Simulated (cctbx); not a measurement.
# Symmetry from intensities

Cell: a = 10.1290 Å, b = 10.1290 Å, c = 6.1920 Å, α = 90.00°, β = 90.00°, γ = 120.00°. Expected content of the cell: Gd6 Te8 Sc2 S6 Al2.

The data are simulated with cctbx, not measured: Mo Kα, λ = 0.71073 Å, to d = 0.8 Å, 80 % of the full sphere, strongest reflection 40000 counts, noise from counting, a 4 % proportional error and a noise floor of 15 counts (s.d.); no absorption.

Tests on the unmerged data give:

```text
3616 reflections to d = 0.801 A
centring   violations  <I/sigma> of those
    A       1685 of  1778     18.2
    B       1696 of  1790     18.1
    C       1699 of  1790     18.0
    I       1702 of  1791     18.2
    R       2257 of  2400     18.2
    F       2540 of  2679     18.1
Laue class    unique    Rint  (classes that these axes allow; Friedel mates merged)
P -1             2162   0.032
P 1 1 2/m        1226   0.035
P -3              754   0.037
P -3 1 m          419   0.463
P -3 m 1          445   0.463
P 6/m             416   0.038
P 6/m m m         263   0.464
space group    extra absences  I>4sigma  <I/sigma>
P 6                     0          0         -  acentric
P 63                    5          0       0.2  acentric
P -6                    0          0         -  acentric
P 6/m                   0          0         -  centric
P 63/m                  5          0       0.2  centric
Wilson B = 0.51 A^2   <|E^2-1|> = 0.785 (0.968 centric, 0.736 acentric)   E^2>4: 1.7 %
shell (A)         n   <I/sigma>
 8.77 - 1.60     60     44.7
 1.60 - 1.27     50     50.3
 1.27 - 1.11     52     48.5
 1.11 - 1.01     53     41.6
 1.01 - 0.94     50     44.4
 0.94 - 0.88     50     46.5
 0.88 - 0.84     48     44.7
 0.84 - 0.80     53     39.3
```

**Question.** What are the lattice type, the Laue class and the likely space group?

Every centring test has many violations, so the lattice is primitive.

Rint stays low (0.032 to 0.038) up to P 6/m and is 0.463 or more in the other classes.

5 settings pass the absence test. The most absences obeyed, 5, belong to P 63 and P 63/m, which absences can't tell apart.

⟨|E²−1|⟩ = 0.785 leans to a non-centrosymmetric structure. The Wilson B of 0.51 Å² means U ≈ 0.0065 Å².

The true group is P6_3 (no. 173), Laue class 6/m, non-centrosymmetric. The tables only narrow the choice to the tied entries; cell content, site symmetry and trial solutions must settle it.

This is a model crystal, built by substitution and not relaxed, with assumed displacement parameters.

[Logs are printed without paths, hosts, clocks, repeated set-up lines and the standing remarks that a program may print on its own settings, such as how far it seeks lower states.]
